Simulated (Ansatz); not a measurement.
# BPb2BrN2 (built on the sites of a database entry of Sr2BBrN2): from the cell to its phonons, part 3 of 3

Task: relax BPb2BrN2 (built on the sites of a database entry of Sr2BBrN2), then find its harmonic phonons.

Ansatz 0.2.0; DFT PBEsol, scalar-relativistic, plane waves, PAW.

So far. Step 4 (Relaxing to small forces for the phonons): The largest force component left is 0.16 meV/Å and the pressure is 0.000 GPa, within the tolerances set. The cell now holds 20.83 Å³/atom. The relaxed cell has a = 3.903, c = 28.419 Å (conventional setting).

The structure was built from a prototype and need not be the compound's stable phase.

## (5) Zone-centre response (continued)

Born charge (rows field, columns displacement) (e), principal values of the symmetric part by kind of site:

| atom | atoms with these values | low | middle | high | mean |
| --- | --- | --- | --- | --- | --- |
| Pb1 | 2 | 2.81 | 3.46 | 3.46 | 3.24 |
| B3 | 1 | -0.90 | -0.90 | 6.13 | 1.44 |
| Br4 | 1 | -3.27 | -1.61 | -1.61 | -2.16 |
| N5 | 2 | -4.24 | -2.21 | -2.21 | -2.88 |

In full for Br4:

```
-1.61  0.00  0.00
 0.00 -1.61  0.00
 0.00  0.00 -3.27
```

High-frequency dielectric tensor:

```
6.60 0.00 0.00
0.00 6.60 0.00
0.00 0.00 8.63
```

Static dielectric tensor (ions relaxed, fixed cell):

```
23.94  0.00  0.00
 0.00 23.94  0.00
 0.00  0.00 18.61
```

Transverse modes. Lines of the infrared spectrum (strongest = 100):

| position (cm⁻¹) | label | relative intensity |
| --- | --- | --- |
| 35 | Eg | 0.0 |
| 66 | Eu | 3.6 |
| 105 | A2u | 3.9 |
| 107 | A1g | 0.0 |
| 195 | Eu | 26 |
| 238 | Eg | 0.0 |
| 276 | A2u | 3.2 |
| 534 | Eu | 2.1 |
| 1032 | A1g | 0.0 |
| 1694 | A2u | 100 |

Before it was imposed, the acoustic sum rule was missed by 1.1e-4 eV/Å² and the charge sum rule by 0.0057 e. Small misses are needed for a sound result but don't prove that mesh and cutoff are converged. The lowest optical mode is real, 35.0 cm⁻¹.

## (6) Another isotope, element B, natural mass 10.81 amu

An isotope changes the mass and not the force constants, so no new electronic calculation is needed; the shifts show which modes move this element.

The same force constants with the mass of B changed from 10.810 to 10.013 u (phonopy, no LO-TO term). Both lists are sorted by frequency; levels can cross, so a row need not hold one and the same mode. Modes under 3 cm⁻¹ are left out. Isotope shifts, by row:

| q | rank | natural mass (cm⁻¹) | changed mass (cm⁻¹) |
| --- | --- | --- | --- |
| 0 0 0 | 4 | 35.01 | 35.01 |
| 0 0 0 | 5 | 35.01 | 35.01 |
| 0 0 0 | 6 | 66.12 | 66.12 |
| 0 0 0 | 7 | 66.12 | 66.12 |
| 0 0 0 | 8 | 104.6 | 104.6 |
| 0 0 0 | 9 | 107.1 | 107.1 |
| 0 0 0 | 10 | 195.1 | 197.2 |
| 0 0 0 | 11 | 195.1 | 197.2 |
| 0 0 0 | 12 | 238.2 | 238.2 |
| 0 0 0 | 13 | 238.2 | 238.2 |
| 0 0 0 | 14 | 275.9 | 278.4 |
| 0 0 0 | 15 | 534.5 | 548.8 |
| 0 0 0 | 16 | 534.5 | 548.8 |
| 0 0 0 | 17 | 1032 | 1032 |
| 0 0 0 | 18 | 1694 | 1742 |

A mode of this element alone would shift by +3.90 %. The highest zone-centre frequency without the field goes from 1693.5 to 1742.1 cm⁻¹ (+2.9 %). The product of the frequency ratios over all optical modes at Γ is 1.119; the product rule, (m/m′)^(3k/2) (M′/M)^(3/2) with k = 1 such atoms and M the mass of the cell, gives 1.119.

## (7) Isotope substitution, element Br, natural mass 79.904 amu

The same for Br, from 79.90 to 80.92 u.

A mode of this element alone would shift by -0.63 %. The highest zone-centre frequency without the field goes from 1693.5 to 1693.5 cm⁻¹ (+0.0 %). The product of the frequency ratios over all optical modes at Γ is 0.984; the product rule, (m/m′)^(3k/2) (M′/M)^(3/2) with k = 1 such atoms and M the mass of the cell, gives 0.984.

## (8) Isotope substitution, element N, natural mass 14.007 amu

The same for N, from 14.01 to 15.00 u.

The same force constants with the mass of N changed from 14.007 to 15.000 u (phonopy, no LO-TO term). Both lists are sorted by frequency; levels can cross, so a row need not hold one and the same mode. Modes under 3 cm⁻¹ are left out. Isotope shifts, by row:

| q | rank | natural mass (cm⁻¹) | changed mass (cm⁻¹) |
| --- | --- | --- | --- |
| 0 0 0 | 4 | 35.01 | 34.96 |
| 0 0 0 | 5 | 35.01 | 34.96 |
| 0 0 0 | 6 | 66.12 | 66.12 |
| 0 0 0 | 7 | 66.12 | 66.12 |
| 0 0 0 | 8 | 104.6 | 104.6 |
| 0 0 0 | 9 | 107.1 | 107.1 |
| 0 0 0 | 10 | 195.1 | 190.9 |
| 0 0 0 | 11 | 195.1 | 190.9 |
| 0 0 0 | 12 | 238.2 | 230.5 |
| 0 0 0 | 13 | 238.2 | 230.5 |
| 0 0 0 | 14 | 275.9 | 269.5 |
| 0 0 0 | 15 | 534.5 | 528.9 |
| 0 0 0 | 16 | 534.5 | 528.9 |
| 0 0 0 | 17 | 1032 | 997.1 |
| 0 0 0 | 18 | 1694 | 1678 |

A mode of this element alone would shift by -3.37 %. The highest zone-centre frequency without the field goes from 1693.5 to 1678.4 cm⁻¹ (-0.9 %). The product of the frequency ratios over all optical modes at Γ is 0.819; the product rule, (m/m′)^(3k/2) (M′/M)^(3/2) with k = 2 such atoms and M the mass of the cell, gives 0.819.

## (9) Another isotope, element Pb, natural mass 207.2 amu

The same for Pb, from 207.20 to 203.97 u.

The same force constants with the mass of Pb changed from 207.200 to 203.973 u (phonopy, no LO-TO term). Both lists are sorted by frequency; levels can cross, so a row need not hold one and the same mode. Modes under 3 cm⁻¹ are left out. Isotope shifts, by row:

| q | rank | natural mass (cm⁻¹) | changed mass (cm⁻¹) |
| --- | --- | --- | --- |
| 0 0 0 | 4 | 35.01 | 35.27 |
| 0 0 0 | 5 | 35.01 | 35.27 |
| 0 0 0 | 6 | 66.12 | 66.21 |
| 0 0 0 | 7 | 66.12 | 66.21 |
| 0 0 0 | 8 | 104.6 | 104.8 |
| 0 0 0 | 9 | 107.1 | 108 |
| 0 0 0 | 10 | 195.1 | 195.2 |
| 0 0 0 | 11 | 195.1 | 195.2 |
| 0 0 0 | 12 | 238.2 | 238.2 |
| 0 0 0 | 13 | 238.2 | 238.2 |
| 0 0 0 | 14 | 275.9 | 276 |
| 0 0 0 | 15 | 534.5 | 534.5 |
| 0 0 0 | 16 | 534.5 | 534.5 |
| 0 0 0 | 17 | 1032 | 1032 |
| 0 0 0 | 18 | 1694 | 1694 |

A mode of this element alone would shift by +0.79 %. The highest zone-centre frequency without the field goes from 1693.5 to 1693.6 cm⁻¹ (+0.0 %). The product of the frequency ratios over all optical modes at Γ is 1.029; the product rule, (m/m′)^(3k/2) (M′/M)^(3/2) with k = 2 such atoms and M the mass of the cell, gives 1.029.

## (10) Results

| Item | Value |
| --- | --- |
| space group after relaxation (within 0.01 Å) | R-3m |
| volume per atom | 20.8 Å³ |
| gap on the k-mesh | 1.40 eV |
| highest optical mode at the zone centre (no LO-TO term) | 1694 cm⁻¹ |
| top of the zone-centre spectrum with the field | 1771 cm⁻¹ |
| lowest optical zone-centre mode | 35.0 cm⁻¹ |
| mean high-frequency dielectric constant | 7.27 |
| mean static dielectric constant | 22.2 |
| largest Born charge (third of the trace) | 3.24 e |
| imaginary modes at Γ (the only wavevector solved) | none |

In words: The structure is stable against zone-centre distortions, since no mode there is imaginary; other wavevectors were not solved, so zone-boundary instabilities are untested. Without the field, the optical modes at Γ span 35 to 1694 cm⁻¹. No dispersion was computed. The highest mode in this list at Γ, 1693.5 cm⁻¹, is mostly motion of B (73 % of the kinetic energy). With the macroscopic field of the longitudinal modes the top of the zone-centre spectrum lies at 1771 cm⁻¹, against 1694 cm⁻¹ without it. Lattice motion raises the mean dielectric constant from 7.272 to 22.16. The strongest infrared line is at 1694 cm⁻¹. Spin-orbit coupling is left out, which can matter for the heavy elements here. The starting cell was built on a prototype and not taken from a measurement, so the phase need not exist. These are harmonic frequencies at zero temperature: anharmonic shifts, linewidths and thermal expansion are left out.

[Logs are printed without paths, hosts, clocks, repeated set-up lines and the standing remarks that a program may print on its own settings, such as how far it seeks lower states.]

[Hosts, paths, dates, database ids (printed as entryN), source tags and the programs' standing remarks are cut or masked in the printed files.]
